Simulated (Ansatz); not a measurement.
# 1T-VSeTe monolayer in a perpendicular field, part 2 of 2

What dipole does a perpendicular field induce in the 1T-VSeTe monolayer? A positive field points along +c.

Ansatz 0.2.0; plane-wave DFT, PBE-D3(BJ), Ansatz PAW (set soft_1); PAW set soft_1.

So far. Step 2 (Relaxing the slab): The lattice constant a goes from 3.465 to 3.429 Å.

### Step 3. Single point, field 0

A sawtooth potential applies the field, turning back in the middle of the vacuum. With the dipole correction the typed value is the field outside the slab. The induced dipole is small, so the SCF threshold is tight.

The cell differs from the one that the last finished run ended in (c 38.182 → 21.316 Å).

Contents of input.yaml:

```yaml
crystal:
  lattice:
    - [3.4290083677, 0.0, 0.0]
    - [-1.7145041839, 2.9696083563, 0.0]
    - [0.0, 0.0, 21.3158861583]
  atoms:
    - { symbol: Te, position: [0.6666666667, 0.3333333333, 0.4222203071], spin: -0.05 }
    - { symbol: V, position: [0.0, 0.0, 0.5084972662], spin: 0.78 }
    - { symbol: Se, position: [0.3333333333, 0.6666666667, 0.5777796929], spin: -0.02 }
magnetization:
  spin_polarized: true
kpoints:
  mp_grid: { grid: [18, 18, 1] }
  band_path:
    path: [[0, 0, 0], [0.5, 0, 0], [0.33333333, 0.33333333, 0], [0, 0, 0]]
    npoints: 16
hamiltonian:
  xc: pbe
  dispersion: d3bj
  pseudopotentials: { kind: paw, azcp: { folder: soft_1 } }
scf:
  occupations: { method: fermi_dirac, width: 0.02585 }
  convergence: { dr2_threshold: 1.0e-10 }
efield:
  axis: 3
  dipole_correction: true
  ramp_position: 0.97
  ramp_width: 0.06
  amplitude: 0
output:
  dos: { projected: true, e_range: [-6, 5] }
  write_potential: true
  write_density: true
  volumetric_format: npy
  elf: true
```

On the command line:

```
> ansatz run input.yaml --threads 2 --pin off --max-ram 3072MiB --backend cpu --events-out ev --progress --plain --runs-dir out
```

Numbers of over 12 decimals in the logs are rounded to 6 here.

The log of the run:

```text
[...]
Crystal: 3 atoms, lattice volume = 217.056 Å³
Basis set: ecut = 420 eV, 4247 PW (Γ)
Bands: 28, of which v1, the nominal top of the filled ones, is band 23 counted from 1 (22 counted from 0)
Symmetry: 6 space group operations
k-points: 37 of 324 (time reversal used)
[...]
Starting moments: Σ|m| = 0.85 μB on 3 of 3 sites
[...]
SCF iter   1: F=—  HF=-15363.647764 eV  |F-HF|=—  |Δ(HF+E_count)|=         —  Δρ=1.03e-2 (↑1.03e-2 ↓8.41e-3)  dr2=1.69e0  dr2_m=3.41e-2  M=0.536 μB ∫|m|=0.645 μB  β_m=1.00  ethr=3.10e-3  p=-0.000 e·Å  D=-3.13e-7 V/Å  ΔV_dip=0.00 eV  dr2_dipole=4.62e-2  V_vac-E_F(+/−)=5.53/5.53 eV  ⟨swp⟩=11.0  Hψ=11458  notcnv=0
[...]
efield: sawtooth ramp at fractional position 0.9700 (set: `efield.ramp_position`, or a place that a band, a saddle search or an elastic batch's reference lends), width 0.0600; the density the first Hamiltonian is built on has a dipole p = -0.000 e·Å; the dipole correction subtracts the counter field D = -3.13e-7 V/Å, which shifts the + side's vacuum level by +0.00 eV against the − side's; the planar-averaged density in the ramp window peaks in size at 1.5e-5 e/Å³
[...]
SCF iter   2: F=—  HF=-15363.689482 eV  |F-HF|=—  |Δ(HF+E_count)|=   4.17e-2  Δρ=5.34e-3 (↑4.94e-3 ↓5.34e-3)  dr2=3.78e-1  dr2_m=1.60e-3  M=0.592 μB ∫|m|=0.696 μB  β_m=0.41  ethr=3.10e-3  p=-0.015 e·Å  D=-1.27e-2 V/Å  ΔV_dip=0.27 eV  dr2_dipole=1.20e-2  V_vac-E_F(+/−)=5.12/4.84 eV  ⟨swp⟩=2.6  Hψ=3269  notcnv=0  defer=55
density mixer auto → msr1: a metal under ldos (density of states about μ 1.18 of a free-electron gas's, 14 screened modes)
SCF iter   3: F=—  HF=-15363.988005 eV  |F-HF|=—  |Δ(HF+E_count)|=   2.99e-1  Δρ=4.18e-3 (↑3.68e-3 ↓4.18e-3)  dr2=2.77e-2  dr2_m=2.19e-2  M=0.672 μB ∫|m|=0.798 μB  β_m=0.67  ethr=8.41e-4  p=-0.027 e·Å  D=-2.24e-2 V/Å  ΔV_dip=0.48 eV  dr2_dipole=5.30e-4  V_vac-E_F(+/−)=4.87/4.39 eV  ⟨swp⟩=2.8  Hψ=3020  notcnv=0  defer=55
[...]
SCF iter  14: F=-15364.084501 eV  HF=-15364.084501 eV  |F-HF|=4.00e-11  |Δ(HF+E_count)|=  3.09e-11  Δρ=1.79e-8 (↑1.79e-8 ↓1.36e-8)  dr2=2.66e-12  dr2_m=1.68e-13  M=0.851 μB ∫|m|=1.094 μB  ethr=1.00e-12  p=-0.032 e·Å  D=-2.68e-2 V/Å  ΔV_dip=0.57 eV  dr2_dipole=6.28e-17  V_vac-E_F(+/−)=4.96/4.39 eV  ⟨swp⟩=7.7  Hψ=6688  notcnv=0
SCF 1 converged in 14 iterations: F = -15364.084501 eV  dr2 = 2.66e-12
[...]
NSCF: frozen V_eff on 49 k-points
efield: sawtooth ramp at fractional position 0.9700 (kept from the solve that this one continues, or follows in the run), width 0.0600; the density the first Hamiltonian is built on has a dipole p = -0.032 e·Å; the dipole correction subtracts the counter field D = -2.68e-2 V/Å, which shifts the + side's vacuum level by +0.57 eV against the − side's; the planar-averaged density in the ramp window peaks in size at 1.5e-5 e/Å³
SCF converged after 14 iterations
Magnetization: 0.8505 μB (22.9253 up, 22.0747 down)
Absolute magnetization: 1.0945 μB (∫|ρ↑−ρ↓|, with the PAW one-centre terms)
[...]
Per-site moments (μB) at R_I (Å): [(-0.051439, 1.114631), (0.790425, 1.018829), (-0.019857, 1.018829)]
Free energy (F): -15364.084501 eV
[...]
Internal energy: -15364.080769 eV  (E = F + TS)
E sigma→0 (E₀):  -15364.082635 eV
Entropy (-TS):   -0.003732 eV (-1.244 meV/atom)
Fermi energy:    0.190368 eV
Dipole field:    D = -0.026823 V/Å  (p = -0.032175 e·Å, saw-weighted, corrected)
Work function:   Φ+ = 4.9601 eV   Φ− = 4.3884 eV
Levels:          The Fermi level and band energies are counted from a zero that moves with the ramp; work functions are not
[...]
--- Band table (eV; the first three rows and the last of 74) ---
  k-point 0 ↑: bands = [... 19 lower, -2.0947, -0.3260, -0.3260, -0.0678, 1.5924, 1.5924, 3.6366, 3.6366, ... 1 higher]
  k-point 1 ↑: bands = [... 19 lower, -1.8888, -0.4019, -0.3717, -0.0962, 1.4356, 1.5937, 3.3302, 3.5646, ... 1 higher]
  k-point 2 ↑: bands = [... 19 lower, -1.7043, -0.7190, -0.4864, -0.1572, 1.1398, 1.5754, 2.7124, 3.3929, ... 1 higher]
  k-point 36 ↓: bands = [... 19 lower, -3.2375, -2.3616, -2.2559, 1.1430, 1.3323, 1.3523, 2.3927, 2.8980, ... 1 higher]
```

Wall time 37 s (2 threads of Arm Neoverse V2, shared host); peak memory 0.79 GiB.

The column dr2 measures how far the density is from self-consistency, as an energy; F and HF (Harris–Foulkes) agree once it is small.

This step gave:

```
energy at zero smearing        : -15364.0826 eV
total moment                   : 0.8505 μB
site moments                   : -0.05144, 0.7904, -0.01986 μB
work function, upper face      : 4.960 eV
work function, lower face      : 4.388 eV
dipole along the normal        : -0.03217 e·Å
step between the vacuum levels : 0.5718 eV
```

Running mean over a fixed 2.5 Å (it still follows the layers) of the planar mean; the ramp of the sawtooth is left out. Table of electron's electrostatic potential energy less the Fermi level by z:

```tsv
z (Å)	electron's electrostatic potential energy less the Fermi level (eV)
2.96	4.39
3.40	4.39
3.85	4.39
4.14	4.39
4.59	4.39
5.03	4.38
5.48	4.37
5.92	4.33
6.22	4.25
6.66	3.91
7.11	2.71
7.55	0.577
7.99	-1.51
8.44	-3.66
8.73	-4.69
9.18	-6.14
9.62	-7.37
10.07	-7.63
10.51	-7.46
10.81	-7.01
11.25	-6.50
11.69	-5.92
12.14	-4.10
12.58	-1.79
12.88	-0.429
13.32	1.29
13.77	2.68
14.21	3.99
14.65	4.71
15.10	4.89
15.39	4.93
15.84	4.95
16.28	4.96
16.73	4.96
17.17	4.96
17.47	4.96
17.91	4.96
18.36	4.96
```

The density of states has structure finer than the step of the table below, so its rows give means over 0.2 eV, whole bins alone (the curve runs from -6 to 1.99 eV). Peaks (eV: height): total -4.62: 5.39, -2.28: 6.46, -2.00: 8.09, 0.40: 9.67, 0.62: 7.12, 1.22: 10.6, 1.47: 8.06; up -4.62: 3.87, -3.16: 3.48, -2.28: 3.81, -0.38: 3.32, 0.40: 5.95, 0.48: 4.21, 0.62: 6.53; down -4.51: 3.08, -2.00: 6.74, 0.42: 4.42, 1.00: 3.96, 1.22: 10.2, 1.47: 8.06.

Table of density of states by energy, zero at the Fermi level; means over each step; values in states/eV a cell:

```tsv
energy (eV)	total	up	down
-5.8	0.619	0.352	0.267
-5.6	0.756	0.387	0.369
-5.4	0.794	0.410	0.383
-5.2	1.19	0.695	0.491
-5.0	1.69	0.870	0.823
-4.8	2.71	1.42	1.29
-4.6	3.97	2.14	1.84
-4.4	2.79	1.33	1.46
-4.2	1.71	0.614	1.09
-4.0	1.37	0.792	0.582
-3.8	1.05	0.460	0.591
-3.6	1.98	1.29	0.689
-3.4	2.99	1.59	1.40
-3.2	3.44	1.92	1.52
-3.0	2.46	0.893	1.56
-2.8	2.38	1.51	0.865
-2.6	3.56	2.00	1.56
-2.4	4.71	2.52	2.19
-2.2	4.30	1.94	2.36
-2.0	3.79	1.39	2.40
-1.8	3.28	1.69	1.59
-1.6	2.03	0.777	1.25
-1.4	1.13	0.632	0.493
-1.2	1.25	0.784	0.465
-1.0	1.42	0.864	0.557
-0.8	1.39	0.738	0.648
-0.6	1.73	1.25	0.475
-0.4	2.42	2.08	0.338
-0.2	1.56	0.941	0.619
0.0	1.38	0.529	0.856
0.2	1.68	0.537	1.14
0.4	5.85	3.71	2.14
0.6	3.75	3.14	0.613
0.8	1.54	1.16	0.384
1.0	2.40	0.722	1.68
1.2	4.39	0.492	3.90
1.4	3.61	0.358	3.25
1.6	2.74	1.08	1.67
1.8	1.12	1.12	0
```

Projected DOS per atom over height of the atomic layer and energy from the Fermi level. Layers: Te V Se from below.

Ten even steps from '_' (0.09 states/eV) to '@' (3.36 states/eV), each cell a mean:
```
__::__
..##..
..**__
__++__
..@@__
__::__
__==__
..::__
....__
..____
--::--
==--==
----==
..::::
::::--
....::
..__..
::..--
--..==
::____
..____
______
```
Columns: height of the atomic layer (Å) from 9 to 12.3 (not evenly spaced); rows upwards: energy from the Fermi level (eV) from -5.96 to 1.96.

Projected DOS per atom, spin up over height of the atomic layer and energy from the Fermi level. Layers: Te V Se from below.

Ten even steps from '0' (0.05 states/eV) to '9' (2.09 states/eV), each cell a mean:
```
031
010
000
170
190
010
051
020
020
010
211
332
233
112
123
111
001
101
214
100
000
000
```
Columns: height of the atomic layer (Å) from 9 to 12.3 (not evenly spaced); rows upwards: energy from the Fermi level (eV) from -5.96 to 1.96.

Projected DOS per atom, spin down over height of the atomic layer and energy from the Fermi level. Layers: Te V Se from below.

Ten even steps from '0' (0.02 states/eV) to '9' (2.20 states/eV), each cell a mean:
```
000
191
190
010
050
020
010
100
100
100
212
333
223
112
212
001
101
213
203
100
100
000
```
Columns: height of the atomic layer (Å) from 9 to 12.3 (not evenly spaced); rows upwards: energy from the Fermi level (eV) from -5.96 to 1.96.

Deep bands are left out, so band numbers here count from the lowest band kept and differ from the log's. Electronic bands along the path, in eV, zero at the Fermi level; # counts the bands kept:

```tsv
point	up #5	up #7	up #8	up #9	down #5	down #6	down #7	down #8
Γ	-0.52	-0.26	1.40	1.40	0.33	0.33	0.48	1.40
halfway	-1.75	-0.66	0.50	1.04	-1.68	-0.47	0.06	1.17
M	-2.38	-0.71	0.33	0.66	-2.32	-0.69	-0.32	1.21
halfway	-2.47	-0.19	0.42	0.53	-2.37	-2.33	0.45	1.27
K	-2.69	0.22	0.26	0.35	-2.55	-2.45	0.95	1.14
halfway	-1.94	-0.38	0.37	0.83	-1.77	-1.35	0.40	0.99
Γ	-0.52	-0.26	1.40	1.40	0.33	0.33	0.48	1.40
```

Spin density in the ca plane at fractional y = 0.000, with atoms of V within 0.2 Å of it.

Values in units of 1e-1 e/Å³, 5 rows by 16 columns, each cell a mean:
```
 0.0  0.0  0.0  0.0  0.0  0.0  0.0  0.0  1.5  3.1  0.3  0.0  0.0  0.0  0.0  0.0
 0.0  0.0  0.0  0.0  0.0  0.0  0.0 -0.1  0.2  0.3  0.0  0.0  0.0  0.0  0.0  0.0
 0.0  0.0  0.0  0.0  0.0  0.0  0.0 -0.1  0.0  0.1 -0.1  0.0  0.0  0.0  0.0  0.0
 0.0  0.0  0.0  0.0  0.0  0.0  0.0  0.0  0.3  0.6  0.1  0.0  0.0  0.0  0.0  0.0
 0.0  0.0  0.0  0.0  0.0  0.0  0.0  0.1  2.3  4.6  0.3  0.0  0.0  0.0  0.0  0.0
```
Columns run along c (16.0 Å, from fractional 0.09 to 0.84 of the cell), rows up along a (3.4 Å). Atoms in or near the plane, at fractional coordinates: V at (0.51, 0.00).

ELF in the ca plane at fractional y = 0.000, with atoms of V within 0.2 Å of it. It is the smooth field of the valence electrons, not physical close to the nuclei.

Values, 5 rows by 16 columns, each cell a mean:
```
0.00 0.00 0.00 0.00 0.00 0.03 0.16 0.32 0.36 0.52 0.23 0.12 0.01 0.00 0.00 0.00
0.00 0.00 0.00 0.00 0.02 0.22 0.55 0.54 0.34 0.26 0.63 0.51 0.12 0.01 0.00 0.00
0.00 0.00 0.00 0.00 0.03 0.37 0.66 0.51 0.46 0.42 0.71 0.68 0.23 0.01 0.00 0.00
0.00 0.00 0.00 0.00 0.01 0.15 0.45 0.53 0.30 0.26 0.53 0.39 0.08 0.00 0.00 0.00
0.00 0.00 0.00 0.00 0.00 0.02 0.10 0.24 0.40 0.60 0.17 0.08 0.01 0.00 0.00 0.00
```
Columns run along c (16.0 Å, from fractional 0.09 to 0.84 of the cell), rows up along a (3.4 Å). Atoms in or near the plane, at fractional coordinates: V at (0.51, 0.00).

Valence density in the ca plane at fractional y = 0.000, with atoms of V within 0.2 Å of it. It is the smooth field of the valence electrons, not physical close to the nuclei.

Ten steps, logarithmic in the rise over the least value, from '0' (0 e/Å³) to '9' (14 e/Å³), each cell a mean:
```
00000000000000000001112689741100000000000000
00000000000000000011222356422110000000000000
00000000000000000122222222222221000000000000
00000000000000000123322111223321000000000000
00000000000000000123332111223321100000000000
00000000000000000122322211222221000000000000
00000000000000000112222234322211000000000000
00000000000000000011112578632110000000000000
00000000000000000001112699841100000000000000
```
Columns run along c (16.0 Å, from fractional 0.09 to 0.84 of the cell), rows up along a (3.4 Å). Atoms in or near the plane, at fractional coordinates: V at (0.51, 0.00).

The work function of the upper face is 4.96 eV.

### Step 4. Atoms held, field 0.1 V/Å

input.yaml: that of step 3 with these lines changed.

```diff
@@ -26,7 +26,6 @@
   dipole_correction: true
-  ramp_position: 0.97
-  ramp_width: 0.06
-  amplitude: 0
+  ramp_position: 0.9484
+  ramp_width: 0.0948
+  amplitude: 0.1
 output:
-  dos: { projected: true, e_range: [-6, 5] }
   write_potential: true
@@ -34,2 +33 @@
   volumetric_format: npy
-  elf: true
```

The log of the run:

```text
[...]
Crystal: 3 atoms, lattice volume = 217.056 Å³
Basis set: ecut = 420 eV, 4247 PW (Γ)
Bands: 28, of which v1, the nominal top of the filled ones, is band 23 counted from 1 (22 counted from 0)
Symmetry: 6 space group operations
k-points: 37 of 324 (time reversal used)
[...]
Starting moments: Σ|m| = 0.85 μB on 3 of 3 sites
[...]
k-point 1 ↑: bands = [... 19 lower, -1.8927, -0.4028, -0.3726, -0.0899, 1.4361, 1.5937, 3.3268, 3.5616, ... 1 higher]
  k-point 2 ↑: bands = [... 19 lower, -1.7096, -0.7203, -0.4874, -0.1525, 1.1408, 1.5751, 2.7105, 3.3902, ... 1 higher]
  k-point 36 ↓: bands = [... 19 lower, -3.2347, -2.3521, -2.2662, 1.1402, 1.3316, 1.3522, 2.3937, 2.8991, ... 1 higher]
[key lines of the parts left out:]
SCF converged after 13 iterations
Magnetization: 0.8525 μB (22.9262 up, 22.0738 down)
Free energy (F): -15364.082919 eV
Fermi energy:    0.190491 eV
Dipole field:    D = 0.000440 V/Å  (p = 0.000528 e·Å, saw-weighted, corrected)
```

Run time: 35 s. Hardware: 2 threads; peak memory 0.79 GiB.

The dipole is 5.3e-4 e·Å, 0.0327 e·Å from its value without field.

### Step 5. Atoms held, field -0.1 V/Å

input.yaml: that of step 4 with these lines changed.

```diff
@@ -28,3 +28,3 @@
   ramp_width: 0.0948
-  amplitude: 0.1
+  amplitude: -0.1
 output:
```

The log of the run:

```text
[...]
Crystal: 3 atoms, lattice volume = 217.056 Å³
Basis set: ecut = 420 eV, 4247 PW (Γ)
Bands: 28, of which v1, the nominal top of the filled ones, is band 23 counted from 1 (22 counted from 0)
Symmetry: 6 space group operations
k-points: 37 of 324 (time reversal used)
[...]
Starting moments: Σ|m| = 0.85 μB on 3 of 3 sites
[...]
k-point 1 ↑: bands = [... 19 lower, -1.8811, -0.3972, -0.3670, -0.0986, 1.4388, 1.5975, 3.3368, 3.5714, ... 1 higher]
  k-point 2 ↑: bands = [... 19 lower, -1.6953, -0.7139, -0.4815, -0.1580, 1.1424, 1.5795, 2.7177, 3.3995, ... 1 higher]
  k-point 36 ↓: bands = [... 19 lower, -3.2364, -2.3673, -2.2417, 1.1495, 1.3366, 1.3561, 2.3955, 2.9007, ... 1 higher]
[key lines of the parts left out:]
SCF converged after 13 iterations
Magnetization: 0.8484 μB (22.9242 up, 22.0758 down)
Free energy (F): -15364.089352 eV
Fermi energy:    0.194049 eV
Dipole field:    D = -0.054066 V/Å  (p = -0.064854 e·Å, saw-weighted, corrected)
```

Wall time 36 s (2 threads); peak memory 0.79 GiB.

The dipole is -0.0649 e·Å, -0.0327 e·Å from its value without field.

### Step 6. Response, atoms held

This step: plane-wave DFT, PBE-D3(BJ), Ansatz PAW (set soft_1); response to a field along the normal, atoms held; PAW set soft_1 (Ansatz 0.2.0).

The dipoles give the slope, and the difference of two potentials shows where the field is screened.

Numbers from this step:

| Quantity | Value |
| --- | --- |
| equivalent conductor thickness p/(ε₀AE) | 5.809 Å |
| distance between the outer atoms | 3.316 Å |

Dipole of the cell against applied field:

```tsv
applied field (V/Å)	dipole of the cell (e·Å)
-0.1000	-0.0649
0.0000	-0.0322
0.1000	5.3e-4
```

The total moment by applied field:

```tsv
applied field (V/Å)	total moment (μB)
-0.1000	0.848
0.0000	0.851
0.1000	0.852
```

Local field over the applied field, running mean. From the potentials at -0.1 and 0.1 V/Å; running mean over 2.5 Å. The local field over applied field by z:

z (Å), local field over applied field and a bar:
```
     4.14      0.999 ##############################
     4.44      0.997 ##############################
     4.88      0.993 ##############################
     5.18      0.987 ##############################
     5.63      0.968 #############################
     5.92      0.944 ############################
     6.22      0.905 ###########################
     6.66      0.811 ########################
     6.96      0.723 ######################
     7.25      0.624 ##################
     7.70      0.470 ##############
     7.99      0.366 ###########
     8.44      0.221 ######
     8.73      0.140 ####
     9.03      0.083 ##
     9.47      0.046 #
     9.77      0.036 
    10.07      0.028 
    10.51      0.022 
    10.81      0.025 
    11.25      0.039 #
    11.55      0.051 #
    11.84      0.068 #
    12.29      0.132 ###
    12.58      0.206 ######
    12.88      0.300 #########
    13.32      0.455 #############
    13.62      0.560 #################
    14.06      0.714 #####################
    14.36      0.805 ########################
    14.65      0.877 ##########################
    15.10      0.945 ############################
    15.39      0.969 #############################
    15.69      0.983 ##############################
    16.13      0.993 ##############################
    16.43      0.996 ##############################
    16.88      0.999 ##############################
    17.17      0.999 ##############################
```

Electrons, planar mean, per unit field. The induced electron density by z:

```tsv
z (Å)	induced electron density (e/Å³ per V/Å)
4.5	1.4e-5
5.0	4.2e-5
5.5	1.2e-4
6.0	3.3e-4
6.5	8.1e-4
7.0	0.00184
7.5	0.00321
8.0	0.00298
8.5	7.8e-4
9.0	8.4e-4
9.5	4.1e-4
10.0	-7.1e-4
10.5	-5.6e-4
11.0	7.7e-4
11.5	1.4e-4
12.0	-6.6e-4
12.5	-7.6e-4
13.0	-0.00275
13.5	-0.00352
14.0	-0.00202
14.5	-8.5e-4
15.0	-3.2e-4
15.5	-1.2e-4
16.0	-3.9e-5
16.5	-1.3e-5
17.0	-4.2e-6
```

By hand: between -0.1 and 0.1 V/Å the dipole changes by 0.06538 e·Å, a slope of 0.3269 e·Å²/V. A perfect conductor of thickness t has p = ε₀AEt, so t = 180.95 × 0.3269 / 10.183 = 5.81 Å (e/ε₀ = 180.95 V·Å, A in Å²).

The induced dipole is that of a conductor 5.81 Å thick.

### Step 7. Results

* gap without field: none
* work function, upper face: 4.96 eV
* step between the vacuum levels: 0.572 eV
* equivalent conductor thickness, atoms held: 5.81 Å

In words: The induced dipole equals that of a perfect conductor 5.81 Å thick, while the outer atoms lie 3.32 Å apart. The two faces differ: the vacuum level above lies 0.57 eV higher than the one below. There is no gap over 0.03 eV, with or without the field. For an open d or f shell that can be the fault of a semilocal functional without a Hubbard term. The magnetic order is the one reached from the typed start; other orders were not compared. Spin-orbit coupling is left out, which matters for the bands of elements this heavy.

[Logs are printed without paths, hosts, clocks, repeated set-up lines and the standing remarks that a program may print on its own settings, such as how far it seeks lower states.]

[Hosts, paths, dates, database ids (printed as entryN), source tags and the programs' standing remarks are cut or masked in the printed files.]

[Maps of the electrostatic potential energy from Ansatz leave out the sawtooth potential of an applied field or a dipole correction, so their vacuum need not be flat; planar profiles and work functions include it.]
